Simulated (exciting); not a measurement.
# Core excitons at the S L₂,₃ edge of ZnS, part 3 of 3

Aim: the S L₂,₃ absorption edge of ZnS with the electron–hole interaction treated explicitly, and what each term of the kernel does.

exciting sodium; X-ray absorption, core-level Bethe-Salpeter equation, exchange and statically screened direct term, Tamm-Dancoff, all-electron LAPW+lo LDA.

So far. Step 6 (Exchange alone): Maxima (height): 5.4 eV (0.39), 6.7 eV (0.35), 12.9 eV (0.82), 16.6 eV (0.98) and 17.8 eV (0.88). Against the independent-particle run the r.m.s. difference is 4 %. Step 7 (Direct term alone): Maxima (height): 1.3 eV (0.50), 4.7 eV (0.59), 10.6 eV (1.03), 11.9 eV (0.98) and 15.5 eV (0.88). The spectrum differs from the singlet run by 4 % r.m.s.

The database entry behind the starting cell differs from later determinations by our own check (about 0.1 % short), so it need not match the best structure at ambient conditions.

## (9) Local-field cutoff

Changed against the first singlet run: cutoff of the screened term (bohr⁻¹) from 3 to 2 and cutoff of the exchange term (bohr⁻¹) from 2.5 to 2.

input.xml reads:

```
<input>
  <title>ZnS</title>
  <structure speciespath="." autormt="false" epslat="1.0e-5">
    <crystal>
      <basevect>0.0000000000 5.1060399878 5.1060399878</basevect>
      <basevect>5.1060399878 0.0000000000 5.1060399878</basevect>
      <basevect>5.1060399878 5.1060399878 0.0000000000</basevect>
    </crystal>
    <species speciesfile="Zn.xml" rmt="2.240">
      <atom coord="0.7500000000 0.7500000000 0.7500000000"/>
    </species>
    <species speciesfile="S.xml" rmt="2.049">
      <atom coord="0.0000000000 0.0000000000 0.0000000000"/>
    </species>
  </structure>
  <groundstate do="skip" xctype="LDA_PW" ngridk="5 5 5" rgkmax="7" gmaxvr="14" nempty="8" swidth="0.001" maxscl="100" epsengy="1e-5"/>
  <xs xstype="BSE" ngridk="4 4 4" ngridq="4 4 4" vkloff="0.097 0.273 0.493" rgkmax="7" nempty="20" gqmax="2" lmaxapwwf="5" lmaxemat="3" broad="0.01654" tevout="true">
    <energywindow intv="5.102 6.765" points="452"/>
    <screening screentype="full" nempty="37"/>
    <BSE xas="true" xasspecies="2" xasatom="1" xasedge="L23" bsetype="singlet" nstlxas="1 16"/>
    <qpointset>
      <qpoint>0 0 0</qpoint>
    </qpointset>
    <plan>
      <doonly task="xsgeneigvec"/>
      <doonly task="screen"/>
      <doonly task="scrcoulint"/>
      <doonly task="exccoulint"/>
    </plan>
  </xs>
</input>
```

input.xml for the last start (plan only) reads:

```
  <plan>
    <doonly task="bse"/>
  </plan>
```

Run with:

```console
> OMP_NUM_THREADS=1 mpirun -n 2 exciting
> OMP_NUM_THREADS=2 exciting
```

Numbers of over 12 decimals in the logs are rounded to 6 here.

The program printed:

```text
| EXCITING SODIUM started for task xsgeneigvec ( 301)                          =
One-shot GS runs for BSE calculations
One-shot GS runs for k+qmt/2 grids
Info(xsgeneigvec): Generating eigenvectors for Q-point      1
Info(xsgeneigvec): Generation of eigenvectors finished
| EXCITING SODIUM started for task screen ( 430)                               =
Info(screenlauncher): Calculating screening for unshifted q-grid.
Info(screenlauncher): Number of q points:      10
Info(screenlauncher): lowest (partially)  unoccupied state:     13
[...]
Info(setup_bse_block): Setting up RR part of hamiltonian
Info(setup_bse_block): Singlet spin state
Info(bse): Diagonalizing RR Hamiltonian (TDA)
Info(bse): Invoking Lapack routine ZHEEVR
      6144 eigen solutions found in the interval:
         i1=       1 i2=    6144
Info(bse): Writing excition energies and oscillator strengths to text file.
Info(makespectrum_dist): Making spectrum using formula for coupling with time reversed AR basis.
Info(makespectrum_dist): Using formalism for vanishing momentum transfer.
Info(writederived): Writing quantities derived from the macroscopic dielectric function.
Info(bselauncher): Spectrum finished for iqmt=  1
Info(bselauncher): All done for BSE type singlet
```

Wall time 9.2 min (2 MPI ranks of Arm Neoverse V1, shared host).

These settings are cheaper. Against the singlet run the r.m.s. difference is 6 %. The first bright state moves from 0.09 to 0.20 eV. The kernels miss the short-range part of the Coulomb interaction, its components above their cutoff.

| E (eV) | first run | this run |
| --- | --- | --- |
| -3.0 | 0.02 | 0.02 |
| -2.0 | 0.03 | 0.03 |
| -1.0 | 0.07 | 0.06 |
| 0.0 | 0.25 | 0.18 |
| 1.0 | 0.43 | 0.43 |
| 2.0 | 0.43 | 0.47 |
| 3.0 | 0.42 | 0.46 |
| 4.0 | 0.47 | 0.51 |
| 5.0 | 0.53 | 0.57 |
| 6.0 | 0.49 | 0.52 |
| 7.0 | 0.52 | 0.57 |
| 8.0 | 0.64 | 0.69 |
| 9.0 | 0.70 | 0.75 |
| 10.0 | 0.86 | 0.92 |
| 11.0 | 0.97 | 0.97 |
| 12.0 | 0.97 | 0.98 |
| 13.0 | 0.80 | 0.79 |
| 14.0 | 0.84 | 0.82 |
| 15.0 | 0.88 | 0.84 |
| 16.0 | 0.86 | 0.82 |
| 17.0 | 0.73 | 0.69 |
| 18.0 | 0.73 | 0.69 |
| 19.0 | 0.76 | 0.71 |

## (10) Another input

In this try the input is made faulty on purpose, to show what that does.

input.xml, as its differences from that of step 9:

```diff
@@ -16,3 +16,3 @@
   <groundstate do="skip" xctype="LDA_PW" ngridk="5 5 5" rgkmax="7" gmaxvr="14" nempty="8" swidth="0.001" maxscl="100" epsengy="1e-5"/>
-  <xs xstype="BSE" ngridk="4 4 4" ngridq="4 4 4" vkloff="0.097 0.273 0.493" rgkmax="7" nempty="20" gqmax="2" lmaxapwwf="5" lmaxemat="3" broad="0.01654" tevout="true">
+  <xs xstype="BSE" ngridk="2 2 2" ngridq="2 2 2" vkloff="0 0 0" rgkmax="7" nempty="20" gqmax="3" lmaxapwwf="5" lmaxemat="3" broad="0.01654" tevout="true">
     <energywindow intv="5.102 6.765" points="452"/>
@@ -25,5 +25,7 @@
       <doonly task="xsgeneigvec"/>
+      <doonly task="writepmatxs"/>
+      <doonly task="scrgeneigvec"/>
+      <doonly task="scrwritepmat"/>
       <doonly task="screen"/>
       <doonly task="scrcoulint"/>
-      <doonly task="exccoulint"/>
     </plan>
```

input.xml for the exchange start (cutoff and plan only) reads:

```
  gqmax="2.5"
  <plan>
    <doonly task="exccoulint"/>
  </plan>
```

input.xml for the last start (plan only) reads:

```
  <plan>
    <doonly task="bse"/>
  </plan>
```

Run with:

```console
> OMP_NUM_THREADS=1 mpirun -n 2 exciting
> OMP_NUM_THREADS=1 mpirun -n 2 exciting
> OMP_NUM_THREADS=2 exciting
```

The program printed:

```text
| EXCITING SODIUM started for task xsgeneigvec ( 301)                          =
One-shot GS runs for BSE calculations
One-shot GS runs for k+qmt/2 grids
Info(xsgeneigvec): Generating eigenvectors for Q-point      1
Info(xsgeneigvec): Generation of eigenvectors finished
| EXCITING SODIUM started for task writepmatxs ( 320)                          =
Info(writepmatxs): Momentum matrix elements finished
| EXCITING SODIUM started for task scrgeneigvec ( 401)                         =
One-shot GS runs for BSE calculations
One-shot GS runs for k+qmt/2 grids
[...]
Info(setup_bse_block): Setting up RR part of hamiltonian
Info(setup_bse_block): Singlet spin state
Info(bse): Diagonalizing RR Hamiltonian (TDA)
Info(bse): Invoking Lapack routine ZHEEVR
       768 eigen solutions found in the interval:
         i1=       1 i2=     768
Info(bse): Writing excition energies and oscillator strengths to text file.
Info(makespectrum_dist): Making spectrum using formula for coupling with time reversed AR basis.
Info(makespectrum_dist): Using formalism for vanishing momentum transfer.
Info(writederived): Writing quantities derived from the macroscopic dielectric function.
Info(bselauncher): Spectrum finished for iqmt=  1
Info(bselauncher): All done for BSE type singlet
```

It took 93 s on 2 MPI ranks.

The input has a fault: a coarse mesh through the zone centre samples only symmetric points. In all it changes the k mesh from 4×4×4 to 2×2×2 and mesh offset from shifted to 0 0 0. The spectrum differs from the singlet run by 58 % r.m.s. The highest maximum lies at 10.6 eV (2.30), against 10.7 eV (1.00). The first bright state moves from 0.09 to -0.93 eV. The lowest bare transition of this run lies at 0.00 eV, against 0.78. A coarse mesh samples few band energies, and it inflates the long-range part of the attraction. Symmetric points repeat the same band energies.

| E (eV) | first run | this run |
| --- | --- | --- |
| -3.0 | 0.02 | 0.03 |
| -2.0 | 0.03 | 0.07 |
| -1.0 | 0.07 | 0.34 |
| 0.0 | 0.25 | 0.27 |
| 1.0 | 0.43 | 0.46 |
| 2.0 | 0.43 | 0.34 |
| 3.0 | 0.42 | 0.21 |
| 4.0 | 0.47 | 0.53 |
| 5.0 | 0.53 | 0.42 |
| 6.0 | 0.49 | 0.29 |
| 7.0 | 0.52 | 0.16 |
| 8.0 | 0.64 | 0.26 |
| 9.0 | 0.70 | 1.02 |
| 10.0 | 0.86 | 1.28 |
| 11.0 | 0.97 | 1.71 |
| 12.0 | 0.97 | 1.44 |
| 13.0 | 0.80 | 0.62 |
| 14.0 | 0.84 | 0.33 |
| 15.0 | 0.88 | 0.21 |
| 16.0 | 0.86 | 0.28 |
| 17.0 | 0.73 | 0.51 |
| 18.0 | 0.73 | 0.44 |
| 19.0 | 0.76 | 0.47 |

## (11) The levels of theory side by side

| level | curve passes 0.15 (eV) | highest maximum (eV) | its height |
| --- | --- | --- | --- |
| IP | 1.5 | 16.6 | 1.00 |
| RPA | 1.6 | 16.6 | 0.98 |
| direct only | -0.4 | 10.6 | 1.03 |
| singlet | -0.3 | 10.7 | 1.00 |

| E (eV) | IP | RPA | direct only | singlet |
| --- | --- | --- | --- | --- |
| -3.0 | 0.01 | 0.01 | 0.02 | 0.02 |
| -2.0 | 0.02 | 0.01 | 0.04 | 0.03 |
| -1.0 | 0.02 | 0.02 | 0.07 | 0.07 |
| 0.0 | 0.03 | 0.03 | 0.27 | 0.25 |
| 1.0 | 0.08 | 0.08 | 0.47 | 0.43 |
| 2.0 | 0.22 | 0.21 | 0.46 | 0.43 |
| 3.0 | 0.28 | 0.26 | 0.45 | 0.42 |
| 4.0 | 0.32 | 0.30 | 0.50 | 0.47 |
| 5.0 | 0.36 | 0.33 | 0.56 | 0.53 |
| 6.0 | 0.36 | 0.35 | 0.51 | 0.49 |
| 7.0 | 0.37 | 0.35 | 0.55 | 0.52 |
| 8.0 | 0.38 | 0.35 | 0.68 | 0.64 |
| 9.0 | 0.44 | 0.41 | 0.74 | 0.70 |
| 10.0 | 0.50 | 0.46 | 0.91 | 0.86 |
| 11.0 | 0.64 | 0.60 | 0.98 | 0.97 |
| 12.0 | 0.75 | 0.71 | 0.98 | 0.97 |
| 13.0 | 0.86 | 0.82 | 0.80 | 0.80 |
| 14.0 | 0.75 | 0.72 | 0.84 | 0.84 |
| 15.0 | 0.80 | 0.77 | 0.86 | 0.88 |
| 16.0 | 0.89 | 0.86 | 0.83 | 0.86 |
| 17.0 | 0.92 | 0.92 | 0.71 | 0.73 |
| 18.0 | 0.87 | 0.87 | 0.70 | 0.73 |
| 19.0 | 0.85 | 0.86 | 0.72 | 0.76 |

## (12) Outcome

```yaml
absorber_and_edge: S L₂,₃, atom 2
surroundings: 4 Zn at 2.34 Å (tetrahedral, site symmetry -43m)
first_bright_state: 0.09 eV from the Kohn–Sham onset, on this mesh
highest_maximum: 10.7 eV
cost_of_the_bse_run: 17 min on 2 MPI ranks of Arm Neoverse V1, shared host; the last task ran on as many threads
```

**Reading.** Is a core exciton bound? Undecided on this mesh: the first bright state (over 5 % of the brightest) lies at 0.09 eV from the Kohn–Sham onset and at -0.68 eV from the lowest bare transition of its own mesh. Changing the half width (eV) from 0.45 to 1.35 alters the spectrum by 10 % r.m.s. Exchange alone changes the independent-particle spectrum by 4 % r.m.s. Leaving exchange out of the full kernel changes the spectrum by 4 % r.m.s. A mesh of 64 points doesn't converge binding energies, and fine structure above the first lines is partly noise of the mesh. Exchange and the short-range direct term aren't converged in the kernel cutoff. The zero comes from the unshifted 5×5×5 ground-state mesh; it is exact only where the band minimum lies on that mesh. The conduction states carry no spin here, so the exchange coupling to the spinor core hole is only partly held. The Kohn–Sham onset, 151 eV, is no photon energy (tabulated edge of the element: 162.5 eV): the scale needs a rigid shift. Bands and screening come from semilocal DFT, whose small gap overscreens. Vibrations and energy-dependent lifetimes are left out. The structure is a published determination, not relaxed.

[Banner, clock and machine lines of the logs are left out without a mark of their own.]

[Logs are printed without paths, hosts, clocks, repeated set-up lines and the standing remarks that a program may print on its own settings, such as how far it seeks lower states.]

[Hosts, paths, dates, database ids (printed as entryN), source tags and the programs' standing remarks are cut or masked in the printed files.]
